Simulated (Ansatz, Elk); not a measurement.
**Bonding as seen by X-rays: CaBeSb**

The structure of CaBeSb used here is made up (a known structure type with other elements) and was relaxed beforehand with PBEsol. The aim is the Fourier transform of its all-electron density, F(hkl), set beside the sum over free spherical atoms that refinements use.

Calculated with Elk 11.2.3 (patched build); DFT, PBE, all-electron APW+lo, Dirac cores, scalar-relativistic bands, static density, no spin.

The structure was built from a prototype and need not be the compound's stable phase.

## Step 1: Set-up

Symmetry: P6_3/mmc, No. 194, hexagonal system. Conventional cell: a = 4.120 Å, b = 4.120 Å, c = 8.781 Å, α = 90.00°, β = 90.00°, γ = 120.00°. Sb has 3 Be at 2.38 Å and 6 Ca at 3.24 Å nearest. Ca has 6 Be at 3.24 Å and 6 Sb at 3.24 Å nearest. Nearest to Be lie 3 Sb at 2.38 Å and 6 Ca at 3.24 Å. Farther neighbours are not listed.

## Step 2: Ground state and structure factors

An all-electron density is needed, since X-rays see the cores too. Task 0 finds the density and task 195 Fourier-transforms it; tshift is off so that phases refer to the origin typed.

elk.in

```
tasks
  0
  195

xctype
  20

spinpol
  .false.

rgkmax
  7.0

gmaxvr
  14.0

lmaxo
  7

lmaxapw
  8

swidth
  0.002

tshift
  .false.

ramdisk
  .false.

hmaxvr
  5.5

maxscl
  120

epspot
  1e-06

sppath
  './'

avec
  7.78510516659 0.00000000000 0.00000000000
  -3.89255258329 6.74209884540 0.00000000000
  0.00000000000 0.00000000000 16.59288309597

atoms
  3
  'Sb.in'
  2
  0.6666666667 0.3333333333 0.7500000000   0.000000 0.000000 0.000000
  0.3333333333 0.6666666667 0.2500000000   0.000000 0.000000 0.000000
  'Ca.in'
  2
  -0.0000000000 -0.0000000000 0.5000000000   0.000000 0.000000 0.000000
  -0.0000000000 -0.0000000000 -0.0000000000   0.000000 0.000000 0.000000
  'Be.in'
  2
  0.6666666667 0.3333333333 0.2500000000   0.000000 0.000000 0.000000
  0.3333333333 0.6666666667 0.7500000000   0.000000 0.000000 0.000000

ngridk
  6 6 3
```

Launch:

```console
> OMP_NUM_THREADS=4 elk
```

Numbers of over 12 decimals in the logs are rounded to 6 here.

The log of the run:

```text
┌─────────────────────────┐
│ Elk code version 11.2.3 │
└─────────────────────────┘

All units are atomic (Hartree, Bohr, etc.)

┌─────────────────────────────────────────────────┐
│ Ground-state run starting from atomic densities │
└─────────────────────────────────────────────────┘

Lattice vectors :
   7.785105167       0.000000000       0.000000000
  -3.892552583       6.742098845       0.000000000
   0.000000000       0.000000000       16.59288310

Reciprocal lattice vectors :
  0.8070777687      0.4659665670      -0.000000000
   0.000000000      0.9319331341       0.000000000
   0.000000000      -0.000000000      0.3786674848

Unit cell volume      :    870.9263943
Brillouin zone volume :   0.2848119141

Muffin-tin inner radius fraction :   0.1000000000E-01

Nuclei treated as point charges

Species : 1 (Sb)
 parameters loaded from : Sb.in
 name : antimony
 nuclear charge    :   -51.00000000
 electronic charge :    51.00000000
 atomic mass :    221954.9021
 muffin-tin radius :    2.600000000
 number of radial points in muffin-tin :   1193
 inner part over the whole radius :   0.9886087340E-02
 number on inner part of muffin-tin    :    850
 approximate nuclear radius :   0.8886795689E-04
 number of mesh points to nuclear radius :    429
 atomic positions (lattice), magnetic fields (Cartesian) :
  1 :  -0.33333333  0.33333333 -0.25000000    0.00000000  0.00000000  0.00000000
  2 :   0.33333333 -0.33333333  0.25000000    0.00000000  0.00000000  0.00000000

Species : 2 (Ca)
 parameters loaded from : Ca.in
 name : calcium
 nuclear charge    :   -20.00000000
 electronic charge :    20.00000000
 atomic mass :    73057.72475
 muffin-tin radius :    2.400000000
 number of radial points in muffin-tin :    993
 inner part over the whole radius :   0.9970789793E-02
 number on inner part of muffin-tin    :    698
 approximate nuclear radius :   0.6614485811E-04
 number of mesh points to nuclear radius :    321
 atomic positions (lattice), magnetic fields (Cartesian) :
  1 :   0.00000000  0.00000000  0.50000000    0.00000000  0.00000000  0.00000000
  2 :   0.00000000  0.00000000  0.00000000    0.00000000  0.00000000  0.00000000

Species : 3 (Be)
 parameters loaded from : Be.in
 name : beryllium
 nuclear charge    :   -4.000000000
 electronic charge :    4.000000000
 atomic mass :    16428.20280
 muffin-tin radius :    1.800000000
 number of radial points in muffin-tin :    593
 inner part over the whole radius :   0.9826427374E-02
 number on inner part of muffin-tin    :    403
 approximate nuclear radius :   0.4290726161E-04
 number of mesh points to nuclear radius :    156
 atomic positions (lattice), magnetic fields (Cartesian) :
  1 :  -0.33333333  0.33333333  0.25000000    0.00000000  0.00000000  0.00000000
  2 :   0.33333333 -0.33333333 -0.25000000    0.00000000  0.00000000  0.00000000

Total number of atoms per unit cell :    6
Total muffin-tin volume :    311.9140738
 ratio of muffin-tin to unit cell volume :   0.3581405683

Spin treatment :
 spin-unpolarised

Number of Bravais lattice symmetries :   24
Number of crystal symmetries         :   24
Crystal has inversion symmetry
Real symmetric eigensolver will be used

k-point grid :      6     6     3
k-point offset :    0.000000000       0.000000000       0.000000000
k-point set is reduced with full crystal symmetry group
Total number of k-points :       14

Muffin-tin radius times maximum |G+k| :    7.000000000
 using average radius
Maximum |G+k| for APW functions       :    3.088235294
Maximum (1/2)|G+k|²                   :    4.768598616
Maximum |G| for potential and density :    14.00000000
Constant for pseudocharge density :    9
 order of it for each species :   16  16  16
 order of it for pair densities of each species (exact exchange by exxq0 0: 17) :   13  11   5
Radial integration step length :    1

G-vector grid sizes :     35    35    75
Number of G-vectors :    40411

Maximum angular momentum used for
 APW functions            :    8
 outer part of muffin-tin :    7
[...]
correlation                 :     -7.440464
 electron entropic           :    -0.12083210175047E-02
 total energy                :     -14362.183381823

Density of states at Fermi energy :    100.6251875
 (states/Hartree/unit cell)

Estimated indirect band gap :   0.9158788696E-03
 from k-point 10 to k-point 13
Estimated direct band gap   :   0.2383727501E-01
 at k-point 13

Charges :
 core                        :    96.00000000
 valence                     :    54.00000000
 interstitial                :    9.471155529
 muffin-tins (core leakage)
  species : 1 (Sb)
[...]
species : 2 (Ca)
[...]
species : 3 (Be)
[...]
total in muffin-tins        :    140.5288445
 total calculated charge     :    149.9960472
 total charge                :    150.0000000
 error                       :   0.3952760763E-02

RMS change in Kohn-Sham potential (target) :    4.157585890     (  0.1000000000E-05)
Absolute change in total energy (target)   :    3.511805264     (  0.1000000000E-03)

[... loops 3 to 13 left out ...]

┌──────────────────┐
│ Loop number : 14 │
└──────────────────┘

Energies :
 Fermi                       :     0.243258
 sum of occupied eigenvalues :     -8657.0777233091
 electron kinetic            :      15083.944282224
 core electron kinetic       :      14697.229714414
 Coulomb                     :     -29021.876031204
 Coulomb potential           :     -23194.037726727
 nuclear-nuclear             :     -1362.6782696226
 electron-nuclear            :     -32148.568053351
 Hartree                     :      4489.3702917691
 Madelung                    :     -17424.857167841
 xc potential                :     -546.98427880611
 exchange                    :     -412.32904532981
 correlation                 :     -7.445308
 electron entropic           :    -0.13017609844605E-02
 total energy                :     -14357.707403826

Density of states at Fermi energy :    108.2647743
 (states/Hartree/unit cell)

Estimated indirect band gap :   0.5606181664E-03
 from k-point 10 to k-point 13
Estimated direct band gap   :   0.2261082175E-01
 at k-point 13

Charges :
 core                        :    96.00000000
 valence                     :    54.00000000
 interstitial                :    9.514264910
 muffin-tins (core leakage)
  species : 1 (Sb)
[...]
species : 2 (Ca)
[...]
species : 3 (Be)
[...]
total in muffin-tins        :    140.4857351
 total calculated charge     :    149.9961093
 total charge                :    150.0000000
 error                       :   0.3890686251E-02

RMS change in Kohn-Sham potential (target) :   0.4114166959E-06 (  0.1000000000E-05)
Absolute change in total energy (target)   :   0.4817310037E-04 (  0.1000000000E-03)

Convergence targets achieved

┌──────────────────┐
│ Loop number : 15 │
└──────────────────┘

Energies :
 Fermi                       :     0.243258
 sum of occupied eigenvalues :     -8657.0777194339
 electron kinetic            :      15083.944283527
 core electron kinetic       :      14697.229716868
 Coulomb                     :     -29021.876028828
 Coulomb potential           :     -23194.037726721
 nuclear-nuclear             :     -1362.6782696226
 electron-nuclear            :     -32148.568048471
 Hartree                     :      4489.3702892664
 Madelung                    :     -17424.857165467
 xc potential                :     -546.98427623994
 exchange                    :     -412.32904515174
 correlation                 :     -7.445308
 electron entropic           :    -0.13017610957714E-02
 total energy                :     -14357.707399982

Density of states at Fermi energy :    108.2647852
 (states/Hartree/unit cell)

Estimated indirect band gap :   0.5606280327E-03
 from k-point 10 to k-point 13
Estimated direct band gap   :   0.2261082456E-01
 at k-point 13

Charges :
 core                        :    96.00000000
 valence                     :    54.00000000
 interstitial                :    9.514264988
 muffin-tins (core leakage)
  species : 1 (Sb)
[...]
species : 2 (Ca)
[...]
atom 2                    :    18.19173857     ( -0.1987892766E-06)
  species : 3 (Be)
   atom 1                    :    2.780736795     (  0.1140119164E-02)
   atom 2                    :    2.780736795     (  0.1140119164E-02)
 total in muffin-tins        :    140.4857350
 total calculated charge     :    149.9961093
 total charge                :    150.0000000
 error                       :   0.3890686127E-02

┌──────────────────────────────┐
│ Self-consistent loop stopped │
└──────────────────────────────┘

Warning : core states of species 1 leak from the muffin-tin :   0.8031537875E-03

Warning : core states of species 3 leak from the muffin-tin :   0.1140119164E-02

Wrote STATE.OUT
```

Run time: 30 s. Hardware: 4 threads of Arm Neoverse V2, shared host; peak memory 0.22 GiB.

SFACRHO.OUT:

```text

h k l indices transformed by vhmat matrix:
   1.000000000       0.000000000       0.000000000    
   0.000000000       1.000000000       0.000000000    
   0.000000000       0.000000000       1.000000000    

      h      k      l  multipl.   |H|            Re(F)            Im(F)           |F|

      0      0      0      1   0.0000000       150.00000     -0.13663952E-15   150.00000    
      0      0     -1      2  0.37866748      0.91828384E-14 -0.22662247E-14  0.94583453E-14
      0      0     -2      2  0.75733497      -64.981680      0.42501332E-14   64.981680    
     -1      1      0      6  0.93193313      -15.363887      0.44191382E-13   15.363887    
     -1      0      1      6   1.0059267       71.751805     -0.30027477E-13   71.751805    
     -1      1      1      6   1.0059267      -71.751805      0.62321179E-13   71.751805    
      0      0      3      2   1.1360025     -0.91353104E-13  0.29838625E-13  0.96102722E-13
      1     -1      2      6   1.2008562       74.280203      0.40792044E-13   74.280203    
      1     -1     -2      6   1.2008562       74.280203      0.48346127E-13   74.280203    
      1      0      3      6   1.4693539       65.261253      0.60054954E-13   65.261253    
      1     -1      3      6   1.4693539      -65.261253     -0.26816992E-13   65.261253    
      0      0     -4      2   1.5146699       109.52632      0.67725168E-14   109.52632    
      1      1      0      6   1.6141555       106.81844      0.25214711E-13   106.81844    
     -1      2     -1     12   1.6579768      0.45770643E-07 -0.15108165E-14  0.45770643E-07
      0     -1     -4      6   1.7784050      -13.794051     -0.11897680E-13   13.794051    
      0      1     -4      6   1.7784050      -13.794051      0.71763782E-14   13.794051    
     -1     -1     -2     12   1.7829903      -52.487455      0.37388759E-13   52.487455    
      0     -2      0      6   1.8638663      -13.465028     -0.18507502E-13   13.465028
```

Elk indexes on the primitive cell of elk.in and gives |H| = 4π sin θ/λ in inverse bohr. Below, one row stands for each form hkl of the conventional cell (m members, Friedel mates merged), F is for one primitive cell and the density is static (no thermal factor). Free-atom factors are Waasmaier and Kirfel's, and R is Σm||F|−|F'||/Σm|F|.

```
hkl   m  sin θ/λ (Å⁻¹)  abs F, DFT  neutral atoms   diff.
001   2          0.057       0.000          0.000  +0.000
002   2          0.114      64.982         64.806  +0.176
100   6          0.140      15.364         15.217  +0.147
101  12          0.151      71.752         71.924  -0.173
003   2          0.171       0.000          0.000  +0.000
102  12          0.181      74.280         74.011  +0.269
103  12          0.221      65.261         65.439  -0.178
004   2          0.228     109.526        109.603  -0.077
110   6          0.243     106.818        107.005  -0.187
111  12          0.249       0.000          0.000  +0.000
104  12          0.267      13.794         13.903  -0.109
112  12          0.268      52.487         52.788  -0.301
200   6          0.280      13.465         13.839  -0.374
005   2          0.285       0.000          0.000  +0.000
```

## Step 3: The highest occupied states alone

An energy window below the Fermi level keeps the highest occupied states, to see at which angles they scatter; shallow core shells can lie inside it and anion s states outside. No new self-consistency is needed.

Changes to elk.in since step 2:

```diff
@@ -1,3 +1,2 @@
 tasks
-  0
   195
@@ -40,2 +39,5 @@
 
+wsfac
+  -0.307980 0.543260
+
 sppath
```

Launch:

```console
> OMP_NUM_THREADS=4 elk
```

The log of the run:

```text
┌─────────────────────────────────┐
│ Elk code version 11.2.3 started │
└─────────────────────────────────┘

Info(readinput): the functional depends on the density's gradient
 muffin-tin radial points multiplied by    2.00000
 (not where nrmtscf is given)

┌────────────────────┐
│ Current task : 195 │
└────────────────────┘

Info(sfacrho): density structure factors written to SFACRHO.OUT

 Energy window :  -0.3079800000      0.5432600000

┌──────────────────┐
│ Elk code stopped │
└──────────────────┘
```

Wall time 14 s (4 threads); peak memory 0.16 GiB; 16 s of CPU time.

States within 15 eV below the Fermi level hold 18.00 electrons; any levels below the window count with the cores. Their amplitudes can exceed the total, where window and core parts have opposite phase:

```
hkl  sin θ/λ (Å⁻¹)  abs F, window  abs F, all
001          0.057          0.000       0.000
002          0.114          6.102      64.982
100          0.140          2.204      15.364
101          0.151          1.120      71.752
003          0.171          0.000       0.000
102          0.181          1.194      74.280
103          0.221          0.103      65.261
004          0.228          0.304     109.526
110          0.243          0.051     106.818
111          0.249          0.000       0.000
```

## Step 4: Another functional

The difference from free atoms is small, so it is set against the change that PBEsol makes.

Changes to elk.in since step 3:

```diff
@@ -1,2 +1,3 @@
 tasks
+  0
   195
@@ -4,3 +5,3 @@
 xctype
-  20
+  22
 
@@ -39,5 +40,2 @@
 
-wsfac
-  -0.307980 0.543260
-
 sppath
```

Launch:

```console
> OMP_NUM_THREADS=4 elk
```

The log of the run:

```text
┌─────────────────────────┐
│ Elk code version 11.2.3 │
└─────────────────────────┘

All units are atomic (Hartree, Bohr, etc.)

┌─────────────────────────────────────────────────┐
│ Ground-state run starting from atomic densities │
└─────────────────────────────────────────────────┘

Lattice vectors :
   7.785105167       0.000000000       0.000000000
  -3.892552583       6.742098845       0.000000000
   0.000000000       0.000000000       16.59288310

Reciprocal lattice vectors :
  0.8070777687      0.4659665670      -0.000000000
[...]
species : 3 (Be)
   atom 1                    :    2.772426148     (  0.1182736800E-02)
   atom 2                    :    2.772426148     (  0.1182736800E-02)
 total in muffin-tins        :    140.4803826
 total calculated charge     :    149.9960017
 total charge                :    150.0000000
 error                       :   0.3998347258E-02

┌──────────────────────────────┐
│ Self-consistent loop stopped │
└──────────────────────────────┘

Warning : core states of species 1 leak from the muffin-tin :   0.8120992711E-03

Warning : core states of species 3 leak from the muffin-tin :   0.1182736800E-02

Wrote STATE.OUT
[key lines of the parts left out:]
total energy                :     -14350.223307155
```

Run time: 29 s. Hardware: 4 threads; peak memory 0.22 GiB; 62 s of CPU time.

Against the first run R = 0.02 %; the largest change is -0.031 at 110.

## Step 5: Basis size

A smaller basis shows how fast F responds to it; the change is likely larger than the basis error of the first run, but doesn't show convergence.

Changes to elk.in since step 4:

```diff
@@ -5,3 +5,3 @@
 xctype
-  22
+  20
 
@@ -11,3 +11,3 @@
 rgkmax
-  7.0
+  5.5
```

Launch:

```console
> OMP_NUM_THREADS=4 elk
```

The log of the run:

```text
┌─────────────────────────┐
│ Elk code version 11.2.3 │
└─────────────────────────┘

All units are atomic (Hartree, Bohr, etc.)

┌─────────────────────────────────────────────────┐
│ Ground-state run starting from atomic densities │
└─────────────────────────────────────────────────┘

Lattice vectors :
   7.785105167       0.000000000       0.000000000
  -3.892552583       6.742098845       0.000000000
   0.000000000       0.000000000       16.59288310

Reciprocal lattice vectors :
  0.8070777687      0.4659665670      -0.000000000
[...]
species : 3 (Be)
   atom 1                    :    2.770070105     (  0.1136962937E-02)
   atom 2                    :    2.770070105     (  0.1136962937E-02)
 total in muffin-tins        :    140.4129119
 total calculated charge     :    149.9961569
 total charge                :    150.0000000
 error                       :   0.3843083354E-02

┌──────────────────────────────┐
│ Self-consistent loop stopped │
└──────────────────────────────┘

Warning : core states of species 1 leak from the muffin-tin :   0.8056898476E-03

Warning : core states of species 3 leak from the muffin-tin :   0.1136962937E-02

Wrote STATE.OUT
[key lines of the parts left out:]
total energy                :     -14357.645516209
```

Wall time 25 s (4 threads); peak memory 0.21 GiB.

Against the first run R = 0.01 %; the largest change is +0.032 at 300.

## Step 6: Settings against the effect

```csv
run,R against the first run (%),"R against neutral atoms, low angle (%)",wall time
"PBE, rgkmax 7",0.00,0.35,30 s
PBEsol,0.02,0.33,29 s
rgkmax 5.5,0.01,0.33,25 s
```

## Step 7: Results

```
R against neutral atoms, sin θ/λ < 0.3 Å⁻¹ : 0.35 %
R against neutral atoms, 0.3 to 0.79 Å⁻¹   : 0.14 %
```

Independent neutral atoms miss the calculated amplitudes by R = 0.35 % below 0.3 Å⁻¹ and 0.14 % from there to 0.79 Å⁻¹; by shells, 0.56 % below 0.15 Å⁻¹ (2 forms), 0.34 % 0.15 to 0.3 (9 forms), 0.08 % 0.3 to 0.45 (19 forms), 0.16 % above 0.45 (90 forms). Bonding, aspherical density and the tables' own atoms all enter these figures, and the runs don't part them. The largest change of an amplitude is -0.37 electrons, at 200. The window's part falls from 18.0 electrons at the origin to at most 0.26 between 0.45 and 0.79 Å⁻¹. Below 0.3 Å⁻¹ the changes that finished (PBEsol and rgkmax 5.5) move F by R = 0.02 % at most, against the 0.35 % that separates it from free atoms. The k-mesh has no finished test. Part of the difference isn't bonding: the tables are fits to free atoms and ions calculated by other methods than this functional. Thermal motion, anomalous dispersion and extinction are left out.

[Logs are printed without paths, hosts, clocks, repeated set-up lines and the standing remarks that a program may print on its own settings, such as how far it seeks lower states.]

[Hosts, paths, dates, database ids (printed as entryN), source tags and the programs' standing remarks are cut or masked in the printed files.]
